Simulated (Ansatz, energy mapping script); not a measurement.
# NiO: J from the energies of magnetic orders

Wanted: the magnetic order of NiO, its couplings and an estimate of its ordering temperature, by LDA+U (8.4 eV).

Program: Ansatz 0.2.0. Level of theory: LDA with U = 8.4 eV on Ni d, ortho-atomic projectors; plane waves, U on orthogonalised atomic orbitals unless named otherwise, collinear spin, no spin–orbit coupling. Results are calculated unless marked as measured.

## (1) Starting point

Symmetry: Fm-3m, No. 225, cubic system. The conventional cell has a = 4.172 Å, b = 4.172 Å, c = 4.172 Å, α = 90.00°, β = 90.00°, γ = 90.00°. Nearest to Ni lie 6 O at 2.09 Å. Nearest to O lie 6 Ni at 2.09 Å. Farther neighbours and most contacts between anions are not listed.

The U corrects the self-interaction that lets semilocal functionals spread d and f electrons too far. Its value here is typed, not computed.

## (2) A run to fix the orbital filling

A corrected shell can settle in several orbital fillings. One parallel run, with an occupation width a fifth wider than the orders use, therefore is to supply the occupation matrices. All orders start from them.

input.yaml

```yaml
crystal:
  lattice:
    - [0.0, 2.085901641, 2.085901641]
    - [2.085901641, 0.0, 2.085901641]
    - [2.085901641, 2.085901641, 0.0]
  atoms:
    - { symbol: Ni, position: [0.0, 0.0, 0.0], spin: 2.0 }
    - { symbol: O, position: [0.5, 0.5, 0.5] }
magnetization:
  spin_polarized: true
kpoints:
  mp_grid: { grid: [9, 9, 9] }
hamiltonian:
  xc: lda
  hubbard:
    sites: [{ species: Ni, l: d, u_eff: 8.4 }]
    projectors: ortho-atomic
scf:
  occupations: { method: fermi_dirac, width: 0.06 }
output:
  eigenvalues: true
```

Launch:

```
ansatz run input.yaml --threads 4 --pin off --max-ram 8192MiB --backend cpu --events-out ev --progress --plain --runs-dir out
```

Numbers of over 12 decimals in the logs are rounded to 6 here.

What it wrote:

```text
Engine: ansatz 0.2.0, aarch64-unknown-linux-gnu
Pseudopotentials: kind: paw
Pseudopotential: Ni, paw, valence charge 18, recommended cutoff 420 eV (normal), Ni.paw.azcp
Pseudopotential: O, paw, valence charge 6, recommended cutoff 420 eV (normal), O.paw.azcp
Functional definition: SPW92
  exchange = slater_x
  correlation = pw_c
Crystal: 2 atoms, lattice volume = 18.151 Å³
Basis set: ecut = 420 eV, 339 PW (Γ)
Bands: 17, of which v1, the nominal top of the filled ones, is band 12 counted from 1 (11 counted from 0)
Symmetry: 48 space group operations
Space group: Fm-3m (ITA 225), of the structure as read, at distance tolerance 2.6e-5 Å
Magnetic group: BNS 225.116 (UNI 1618), of the structure as read, at distance tolerance 2.6e-5 Å
k-points: 35 of 729
Non-local potential: Ni, projectors of the file, l = 0: 3, l = 1: 2, l = 2: 3, l = 3: 1
Non-local potential: O, projectors of the file, l = 0: 2, l = 1: 2, l = 2: 1
PAW form: soft (Blöchl's): semilocal exchange-correlation on the pseudo side does not see the compensation charge
PAW frozen core: Ni, regenerated for the run's functional, and the local potential with it (the file was generated under x = pbe(κ = 0.804, μ = 0.219515), c = pbe(β = 0.066725))
PAW frozen core: O, regenerated for the run's functional, and the local potential with it (the file was generated under x = pbe(κ = 0.804, μ = 0.219515), c = pbe(β = 0.066725))
PAW one-centre angular grid: Ni, 590 points (default); XC on 64 Gauss nodes
PAW one-centre angular grid: O, 110 points (default); XC on 64 Gauss nodes
Initial density: superposition of atomic densities (chi_scale 0.1, normalization cell, long waves kept (reshape's long-wave potential 0.00 eV rms))
Starting moments: Σ|m| = 2 μB on 1 of 2 sites
Initial wavefunctions: pseudopotential atomic-orbital guess
Functional: x = slater, c = lda
SCF iter   1: F=—  HF=-6326.350864 eV  |F-HF|=—  |Δ(HF+E_count)|=         —  Δρ=4.04e-1 (↑1.12e-1 ↓4.04e-1)  dr2=3.37e1  dr2_m=4.91e0  M=0.569 μB ∫|m|=0.570 μB  β_m=0.30  ethr=3.10e-3  ⟨swp⟩=5.7  Hψ=5264  notcnv=0
preconditioner: auto → none  [metal: Δε(μ)=0.031 eV  Ē_g=16.884 eV  σ=0.060 eV  W_gap=0.13  n_scr=8 (ndim 8)  ℏωp=34.9 eV  f_vac=0.000  D(μ)=1.26/eV (n_scr^D=14)  sad-step TF]
SCF iter   2: F=—  HF=-6322.898308 eV  |F-HF|=—  |Δ(HF+E_count)|=    3.45e0  Δρ=7.21e-2 (↑5.24e-2 ↓7.21e-2)  dr2=4.06e-1  dr2_m=2.66e-1  M=1.672 μB ∫|m|=1.674 μB  β_m=1.00  ethr=3.10e-3  ⟨swp⟩=3.3  Hψ=3313  notcnv=0  defer=9
SCF iter   3: F=—  HF=-6323.520555 eV  |F-HF|=—  |Δ(HF+E_count)|=   6.22e-1  Δρ=5.20e-2 (↑3.50e-2 ↓5.20e-2)  dr2=2.37e-1  dr2_m=9.64e-2  M=1.891 μB ∫|m|=1.898 μB  β_m=1.00  ethr=1.69e-3  ⟨swp⟩=2.5  Hψ=2590  notcnv=0  defer=16
[...]
SCF iter  13: F=—  HF=-6325.378960 eV  |F-HF|=—  |Δ(HF+E_count)|=   3.29e-6  Δρ=1.48e-4 (↑8.31e-5 ↓1.48e-4)  dr2=1.27e-6  dr2_m=2.02e-6  M=2.000 μB ∫|m|=2.005 μB  β_m=0.82  ethr=9.30e-7  ⟨swp⟩=2.1  Hψ=1593  notcnv=0  defer=38
iter 14 did not close the SCF: its close was put off for a magnetic moment that had not settled (scf_convergence_deferred on its scf_iter line)
SCF iter  14: F=-6325.378960 eV  HF=-6325.378960 eV  |F-HF|=1.26e-8  |Δ(HF+E_count)|=   7.53e-7  Δρ=1.78e-5 (↑8.22e-6 ↓1.78e-5)  dr2=3.03e-8  dr2_m=2.40e-8  M=2.000 μB ∫|m|=2.005 μB  β_m=0.91  ethr=4.17e-10  ⟨swp⟩=4.5  Hψ=4899  notcnv=0
SCF iter  15: F=-6325.378960 eV  HF=-6325.378960 eV  |F-HF|=3.07e-10  |Δ(HF+E_count)|=   8.90e-9  Δρ=1.30e-6 (↑7.22e-7 ↓1.30e-6)  dr2=3.70e-10  dr2_m=6.34e-11  M=2.000 μB ∫|m|=2.005 μB  ethr=1.26e-10  ⟨swp⟩=1.1  Hψ=3065  notcnv=0
SCF 1 converged in 15 iterations: F = -6325.378960 eV  dr2 = 3.70e-10
[...]
Symmetry: 8 space group operations
k-points: 105 of 729
[...]
Starting moments: Σ|m| = 2 μB on 1 of 2 sites; this step starts from the density that it was given
[...]
an SCF along what the orbitals of the run's state read of its open shells (or to have them read: on a GPU, or by another smearing), with 40 of the crystal's symmetry operations given up (105 k-points in place of 35), reached no lower state that the run goes on to. This is no proof of a minimum
SCF converged after 15 iterations
Magnetization: 2.0000 μB (13.0000 up, 11.0000 down)
Absolute magnetization: 2.0043 μB (∫|ρ↑−ρ↓|, with the PAW one-centre terms)
Spin contamination: 0.0016 ħ² per cell (⟨S²⟩ above its minimum at these occupations)
Per-site moments (μB) at R_I (Å): [(1.730125, 0.860434), (0.192126, 0.860434)]
Free energy (F): -6325.378960 eV
Harris-Foulkes:  -6325.378960 eV  (|F-HF|=3.07e-10)
Internal energy: -6325.378960 eV  (E = F + TS)
E sigma→0 (E₀):  -6325.378960 eV
Fermi energy:    14.564545 eV
--- Per-component energies (eV) ---
  E_band       = -371.022341
  E_kinetic    = 449.328967
  E_local      = -3979.129895  (includes V_loc(G=0)·N_el)
  E_nonlocal   = 693.278883
  E_hartree    = 1628.650177
  E_xc         = -154.628063
  E_vxc        = -199.518261  (∫ρ·V_xc dr)
  E_hubbard    = 1.062723  (on-site DFT+U / exact-exchange correction)
  E_vhub       = -32.565211  (the Hubbard potential's part of the band-sum identity)
  E_paw        = -1709.677067  (= ΣΔE_a)
  E_vpaw       = -559.721327  (= ΣTr[D̂ρ^β])
  E_aug_tail   = 0.003184  (compensation charges beyond the density's cutoff)
  E_ewald      = -3254.798910
  E_core_change = 0.531042  (= ΣΔE_core)
  E_smearing   = -0.000000  (= −TS)
  E_closure    = -0.000000  (closes the sum)
  Σ components = -6325.378960   (vs F -6325.378960, Δ=0.00e0)
--- Band table (eV; the first three rows and the last of 70) ---
  k-point 0 ↑: bands = [... 8 lower, 6.4993, 6.4993, 11.6803, 11.6803, 11.6803, 15.7022, 31.6836, 32.6568, ... 1 higher]
  k-point 1 ↑: bands = [... 8 lower, 6.5517, 6.5517, 10.9454, 11.9026, 11.9026, 16.5904, 29.2548, 32.1501, ... 1 higher]
  k-point 2 ↑: bands = [... 8 lower, 6.7332, 6.7332, 9.9119, 12.4226, 12.4226, 18.1339, 26.5946, 30.4809, ... 1 higher]
  k-point 34 ↓: bands = [... 8 lower, 9.6927, 10.1181, 10.5174, 16.4534, 16.9609, 22.9130, 24.6885, 25.1684, ... 1 higher]
Occupation matrices written to <dir>
```

It took 1.3 s on 4 threads of Arm Neoverse V2, shared host; peak memory 0.36 GiB; 4.2 s of CPU time.

Numbers from this step:

```
final state                       : ferromagnetic
electrons in the corrected shells : 8.260 e
largest moment                    : 1.73 μB
```

## (3) Run 1 (parallel; cell A, 4 atoms)

Each cell gets its own parallel run on the same mesh, so that most of the mesh error cancels in the differences.

input.yaml

```yaml
crystal:
  lattice:
    - [0.0, -2.085901641, -2.085901641]
    - [0.0, 2.085901641, -2.085901641]
    - [4.171803282, 0.0, 0.0]
  atoms:
    - { symbol: Ni, position: [0.5, 0.5, 0.5], spin: 2.0 }
    - { symbol: Ni, position: [0.0, 0.0, 0.0], spin: 2.0 }
    - { symbol: O, position: [0.5, 0.5, 0.0] }
    - { symbol: O, position: [0.0, 0.0, 0.5] }
magnetization:
  spin_polarized: true
kpoints:
  mp_grid: { grid: [8, 8, 6] }
hamiltonian:
  xc: lda
  hubbard:
    sites:
      - { species: Ni, l: d, u_eff: 8.4 }
      - { site: 0, l: d, u_eff: 8.4, starting_ns: [{ spin: up, occupation_matrix: ni1_major }, { spin: down, occupation_matrix: ni1_minor }] }
      - { site: 1, l: d, u_eff: 8.4, starting_ns: [{ spin: up, occupation_matrix: ni1_major }, { spin: down, occupation_matrix: ni1_minor }] }
    projectors: ortho-atomic
    occupation_matrices:
      ni1_major:
        matrix:
          - [0.998, 0.0, 0.0, 0.0, 0.0]
          - [0.0, 0.999, 0.0, 0.0, 0.0]
          - [0.0, 0.0, 0.999, 0.0, 0.0]
          - [0.0, 0.0, 0.0, 0.998, 0.0]
          - [0.0, 0.0, 0.0, 0.0, 0.999]
      ni1_minor:
        matrix:
          - [0.138, 0.0, 0.0, 0.0, 0.0]
          - [0.0, 0.997, 0.0, 0.0, 0.0]
          - [0.0, 0.0, 0.997, 0.0, 0.0]
          - [0.0, 0.0, 0.0, 0.138, 0.0]
          - [0.0, 0.0, 0.0, 0.0, 0.997]
scf:
  occupations: { method: fermi_dirac, width: 0.05 }
output:
  eigenvalues: true
```

What it wrote:

```text
[...]
Crystal: 4 atoms, lattice volume = 36.303 Å³
Basis set: ecut = 420 eV, 681 PW (Γ)
Bands: 32, of which v1, the nominal top of the filled ones, is band 24 counted from 1 (23 counted from 0)
Symmetry: 32 space group operations
[...]
k-points: 60 of 384
[...]
Starting moments: Σ|m| = 4 μB on 2 of 4 sites
[...]
SCF iter   1: F=—  HF=-12652.189236 eV  |F-HF|=—  |Δ(HF+E_count)|=         —  Δρ=1.66e-1 (↑6.77e-2 ↓1.66e-1)  dr2=1.19e1  dr2_m=1.14e0  M=3.710 μB ∫|m|=3.712 μB  β_m=0.30  ethr=3.10e-3  ⟨swp⟩=5.4  Hψ=13669  notcnv=0  defer=5
[...]
spin=Collinear: Kerker preconditioning applied to the charge; magnetization (m = ρ↑ − ρ↓) channel mixes plain (no charge-response kernel on spin).
SCF iter   2: F=—  HF=-12650.600062 eV  |F-HF|=—  |Δ(HF+E_count)|=    1.59e0  Δρ=7.66e-2 (↑3.22e-2 ↓7.66e-2)  dr2=7.94e-1  dr2_m=5.40e-1  M=4.000 μB ∫|m|=4.005 μB  β_m=1.00  ethr=3.10e-3  ⟨swp⟩=2.8  Hψ=8469  notcnv=0  defer=268
[...]
SCF iter  12: F=-12650.758123 eV  HF=-12650.758123 eV  |F-HF|=5.46e-12  |Δ(HF+E_count)|=   1.51e-9  Δρ=5.69e-7 (↑5.69e-7 ↓4.60e-7)  dr2=4.52e-11  dr2_m=7.44e-11  M=4.000 μB ∫|m|=4.011 μB  ethr=1.57e-11  ⟨swp⟩=1.1  Hψ=9551  notcnv=0
SCF 1 converged in 12 iterations: F = -12650.758123 eV  dr2 = 4.52e-11
[...]
SCF converged after 12 iterations
an eigenvalue changed by more than its tolerance at an iteration that met the thresholds in force, so the SCF went on 1 time: the last check found none over its tolerance
Magnetization: 4.0000 μB (26.0000 up, 22.0000 down)
Absolute magnetization: 4.0094 μB (∫|ρ↑−ρ↓|, with the PAW one-centre terms)
[...]
Per-site moments (μB) at R_I (Å): [(1.730148, 0.860434), (1.730148, 0.860434), (0.192095, 0.860434), (0.192095, 0.860434)]
Free energy (F): -12650.758123 eV
[...]
Internal energy: -12650.758123 eV  (E = F + TS)
E sigma→0 (E₀):  -12650.758123 eV
Fermi energy:    14.556978 eV
[...]
--- Specified on-site occupations, and those of the state reported ---
  electrons in the specified blocks: 16.5200 specified, 16.5193 found
  site 0 (l=d) ↓: largest change of an orbital's occupation 0.0004; electrons 3.2670 specified, 3.2671 found; spectral distance 0.0007
[...]
site 1 (l=d) ↑: largest change of an orbital's occupation 0.0001; electrons 4.9930 specified, 4.9926 found; spectral distance 0.0002
[...]
--- Band table (eV; the first three rows and the last of 120) ---
  k-point 0 ↑: bands = [... 20 lower, 7.5077, 10.2494, 10.2494, 11.6804, 11.6804, 11.6805, 15.7023, 19.8149, ... 4 higher]
  k-point 1 ↑: bands = [... 20 lower, 8.7881, 10.4535, 10.4535, 11.4141, 11.6618, 11.6618, 16.4391, 20.0592, ... 4 higher]
  k-point 2 ↑: bands = [... 20 lower, 9.8378, 10.8937, 10.8937, 10.9750, 11.5619, 11.5619, 18.0109, 20.3160, ... 4 higher]
  k-point 59 ↓: bands = [... 20 lower, 10.2914, 10.2914, 16.4309, 16.4309, 16.8801, 16.8801, 22.9712, 22.9712, ... 4 higher]
Occupation matrices written to <dir>
```

Elapsed: 2.3 s, on 4 threads; peak memory 0.39 GiB.

Spin moment in the sphere by atom:

| atom | spin moment in the sphere (μB) |
| --- | --- |
| Ni1 | 1.73 |
| Ni2 | 1.73 |
| O3 | 0.19 |
| O4 | 0.19 |

The run ends ferromagnetic.

## (4) Compensated +− start in cell A (4 atoms)

This order reverses 8 of the 12 neighbours at 2.95 Å, 0 of the 6 neighbours at 4.17 Å and 16 of the 24 neighbours at 5.11 Å, counted for an average magnetic atom.

input.yaml: that of step 3 with these lines changed.

```diff
@@ -7,3 +7,3 @@
     - { symbol: Ni, position: [0.5, 0.5, 0.5], spin: 2.0 }
-    - { symbol: Ni, position: [0.0, 0.0, 0.0], spin: 2.0 }
+    - { symbol: Ni, position: [0.0, 0.0, 0.0], spin: -2.0 }
     - { symbol: O, position: [0.5, 0.5, 0.0] }
@@ -20,3 +20,3 @@
       - { site: 0, l: d, u_eff: 8.4, starting_ns: [{ spin: up, occupation_matrix: ni1_major }, { spin: down, occupation_matrix: ni1_minor }] }
-      - { site: 1, l: d, u_eff: 8.4, starting_ns: [{ spin: up, occupation_matrix: ni1_major }, { spin: down, occupation_matrix: ni1_minor }] }
+      - { site: 1, l: d, u_eff: 8.4, starting_ns: [{ spin: up, occupation_matrix: ni1_minor }, { spin: down, occupation_matrix: ni1_major }] }
     projectors: ortho-atomic
```

What it wrote:

```text
[...]
Crystal: 4 atoms, lattice volume = 36.303 Å³
Basis set: ecut = 420 eV, 681 PW (Γ)
Bands: 32, of which v1, the nominal top of the filled ones, is band 24 counted from 1 (23 counted from 0)
Symmetry: 16 space group operations
[...]
k-points: 60 of 384
[...]
Starting moments: Σ|m| = 4 μB on 2 of 4 sites
Starting magnetic order: antiferromagnet; a translation exchanges its spin sublattices: spin-degenerate at every k-point
[...]
SCF iter   1: F=—  HF=-12652.176972 eV  |F-HF|=—  |Δ(HF+E_count)|=         —  Δρ=1.24e-1 (↑1.24e-1 ↓1.24e-1)  dr2=1.17e1  dr2_m=9.61e-1  M=0.000 μB ∫|m|=3.351 μB  β_m=0.30  ethr=3.10e-3  ⟨swp⟩=5.3  Hψ=6834  notcnv=0  defer=25
[...]
SCF iter  11: F=-12650.736758 eV  HF=-12650.736758 eV  |F-HF|=9.09e-11  |Δ(HF+E_count)|=   3.67e-7  Δρ=3.24e-6 (↑3.24e-6 ↓3.24e-6)  dr2=2.15e-9  dr2_m=2.77e-9  M=0.000 μB ∫|m|=3.821 μB  ethr=2.08e-10  ⟨swp⟩=8.0  Hψ=7692  notcnv=0
SCF 1 converged in 11 iterations: F = -12650.736758 eV  dr2 = 2.15e-9
[...]
SCF converged after 11 iterations
Magnetization: 0.0000 μB (24.0000 up, 24.0000 down)
Absolute magnetization: 3.8276 μB (∫|ρ↑−ρ↓|, with the PAW one-centre terms)
[...]
Per-site moments (μB) at R_I (Å): [(1.738753, 0.860434), (-1.738753, 0.860434), (-0.065562, 0.860434), (0.065562, 0.860434)]
Free energy (F): -12650.736758 eV
[...]
Internal energy: -12650.736758 eV  (E = F + TS)
E sigma→0 (E₀):  -12650.736758 eV
Fermi energy:    14.696307 eV
[...]
--- Specified on-site occupations, and those of the state reported ---
  electrons in the specified blocks: 16.5200 specified, 16.5060 found
[...]
--- Band table (eV; the first three rows and the last of 120) ---
  k-point 0 ↑: bands = [... 20 lower, 10.4245, 11.8742, 11.8814, 11.8814, 15.8782, 15.9366, 16.1618, 20.0788, ... 4 higher]
  k-point 1 ↑: bands = [... 20 lower, 10.6611, 11.3961, 11.8720, 11.8720, 15.9353, 16.1844, 16.7664, 20.3409, ... 4 higher]
  k-point 2 ↑: bands = [... 20 lower, 11.1358, 11.1358, 11.7933, 11.7933, 15.9327, 16.3205, 18.3837, 20.6852, ... 4 higher]
  k-point 59 ↓: bands = [... 20 lower, 9.8503, 10.1109, 10.1109, 11.1923, 16.4265, 16.8837, 22.3802, 22.9176, ... 4 higher]
Occupation matrices written to <dir>
```

Run time: 1.1 s. Hardware: 4 threads; peak memory 0.39 GiB; 3.8 s of CPU time.

Spin moment in the sphere by atom:

| atom | spin moment in the sphere (μB) |
| --- | --- |
| Ni1 | 1.74 |
| Ni2 | -1.74 |
| O3 | -0.07 |
| O4 | 0.07 |

The run ends antiferromagnetic, 10.68 meV a magnetic atom above the parallel order of its cell.

## (5) Run 3 (parallel; cell B, 4 atoms)

A new cell needs its own zero of energy.

This run holds the same structure in another cell (c 4.172 → 5.109 Å, α 90.0 → 73.2°, β 90.0 → 73.2°, γ 90.0 → 60.0°).

input.yaml

```yaml
crystal:
  lattice:
    - [0.0, -2.085901641, -2.085901641]
    - [-2.085901641, 0.0, -2.085901641]
    - [2.085901641, 2.085901641, -4.171803282]
  atoms:
    - { symbol: Ni, position: [0.5, 0.5, 0.5], spin: 2.0 }
    - { symbol: Ni, position: [0.0, 0.0, 0.0], spin: 2.0 }
    - { symbol: O, position: [0.75, 0.75, 0.75] }
    - { symbol: O, position: [0.25, 0.25, 0.25] }
magnetization:
  spin_polarized: true
kpoints:
  mp_grid: { grid: [9, 9, 9] }
hamiltonian:
  xc: lda
  hubbard:
    sites:
      - { species: Ni, l: d, u_eff: 8.4 }
      - { site: 0, l: d, u_eff: 8.4, starting_ns: [{ spin: up, occupation_matrix: ni1_major }, { spin: down, occupation_matrix: ni1_minor }] }
      - { site: 1, l: d, u_eff: 8.4, starting_ns: [{ spin: up, occupation_matrix: ni1_major }, { spin: down, occupation_matrix: ni1_minor }] }
    projectors: ortho-atomic
    occupation_matrices:
      ni1_major:
        matrix:
          - [0.998, 0.0, 0.0, 0.0, 0.0]
          - [0.0, 0.999, 0.0, 0.0, 0.0]
          - [0.0, 0.0, 0.999, 0.0, 0.0]
          - [0.0, 0.0, 0.0, 0.998, 0.0]
          - [0.0, 0.0, 0.0, 0.0, 0.999]
      ni1_minor:
        matrix:
          - [0.138, 0.0, 0.0, 0.0, 0.0]
          - [0.0, 0.997, 0.0, 0.0, 0.0]
          - [0.0, 0.0, 0.997, 0.0, 0.0]
          - [0.0, 0.0, 0.0, 0.138, 0.0]
          - [0.0, 0.0, 0.0, 0.0, 0.997]
scf:
  occupations: { method: fermi_dirac, width: 0.05 }
output:
  eigenvalues: true
```

What it wrote:

```text
[...]
Crystal: 4 atoms, lattice volume = 36.303 Å³
Basis set: ecut = 420 eV, 683 PW (Γ)
Bands: 32, of which v1, the nominal top of the filled ones, is band 24 counted from 1 (23 counted from 0)
Symmetry: 24 space group operations
[...]
k-points: 85 of 729
[...]
Starting moments: Σ|m| = 4 μB on 2 of 4 sites
[...]
k-point 1 ↑: bands = [... 20 lower, 9.3798, 11.4584, 11.7387, 11.7387, 13.3089, 13.3089, 15.9613, 19.5654, ... 4 higher]
  k-point 2 ↑: bands = [... 20 lower, 9.3895, 10.9454, 11.9026, 11.9026, 13.1750, 13.1750, 16.5905, 19.5004, ... 4 higher]
  k-point 84 ↓: bands = [... 20 lower, 10.5069, 10.5467, 16.5680, 16.6257, 17.2491, 17.3546, 23.0347, 23.2029, ... 4 higher]
Occupation matrices written to <dir>
[key lines of the parts left out:]
SCF converged after 12 iterations
Magnetization: 4.0000 μB (26.0000 up, 22.0000 down)
Free energy (F): -12650.757997 eV
Fermi energy:    14.563743 eV
```

Wall time 3.6 s (4 threads); peak memory 0.44 GiB.

The run ends ferromagnetic. For each magnetic atom its energy differs from the parallel run of the first cell by 0.06 meV, an error that one common reference would have brought in.

## (6) Run 4 (compensated +−; cell B, 4 atoms)

This order reverses 6 of the 12 neighbours at 2.95 Å, 6 of the 6 neighbours at 4.17 Å and 12 of the 24 neighbours at 5.11 Å, counted for an average magnetic atom.

input.yaml: that of step 5 with these lines changed.

```diff
@@ -7,3 +7,3 @@
     - { symbol: Ni, position: [0.5, 0.5, 0.5], spin: 2.0 }
-    - { symbol: Ni, position: [0.0, 0.0, 0.0], spin: 2.0 }
+    - { symbol: Ni, position: [0.0, 0.0, 0.0], spin: -2.0 }
     - { symbol: O, position: [0.75, 0.75, 0.75] }
@@ -20,3 +20,3 @@
       - { site: 0, l: d, u_eff: 8.4, starting_ns: [{ spin: up, occupation_matrix: ni1_major }, { spin: down, occupation_matrix: ni1_minor }] }
-      - { site: 1, l: d, u_eff: 8.4, starting_ns: [{ spin: up, occupation_matrix: ni1_major }, { spin: down, occupation_matrix: ni1_minor }] }
+      - { site: 1, l: d, u_eff: 8.4, starting_ns: [{ spin: up, occupation_matrix: ni1_minor }, { spin: down, occupation_matrix: ni1_major }] }
     projectors: ortho-atomic
```

What it wrote:

```text
[...]
Crystal: 4 atoms, lattice volume = 36.303 Å³
Basis set: ecut = 420 eV, 683 PW (Γ)
Bands: 32, of which v1, the nominal top of the filled ones, is band 24 counted from 1 (23 counted from 0)
Symmetry: 12 space group operations
[...]
k-points: 85 of 729
[...]
Starting moments: Σ|m| = 4 μB on 2 of 4 sites
[...]
k-point 1 ↑: bands = [... 20 lower, 11.5534, 11.5614, 12.0797, 12.0797, 16.1150, 16.9574, 16.9574, 19.6777, ... 4 higher]
  k-point 2 ↑: bands = [... 20 lower, 11.3498, 11.3498, 12.3357, 12.3357, 16.7395, 16.8992, 16.8992, 19.6235, ... 4 higher]
  k-point 84 ↓: bands = [... 20 lower, 10.0371, 10.3534, 11.3347, 11.6775, 16.7881, 16.9539, 22.7524, 22.9935, ... 4 higher]
Occupation matrices written to <dir>
[key lines of the parts left out:]
SCF converged after 13 iterations
Magnetization: 0.0000 μB (24.0000 up, 24.0000 down)
Free energy (F): -12650.939562 eV
Fermi energy:    14.310858 eV
```

The job ended after 1.9 s (4 threads; peak memory 0.43 GiB).

The run ends antiferromagnetic, 90.78 meV a magnetic atom below the parallel order of its cell.

(Continued in part 2 of 2.)

[Logs and program files are shortened in this print: banners, set-up blocks, solver, clock and traceback lines can be left out without a mark of their own.]

[Logs are printed without paths, hosts, clocks, repeated set-up lines and the standing remarks that a program may print on its own settings, such as how far it seeks lower states.]

[Hosts, paths, dates, database ids (printed as entryN), source tags and the programs' standing remarks are cut or masked in the printed files.]

[Where a cell is said to come from a database of computed structures, the database is the Materials Project.]
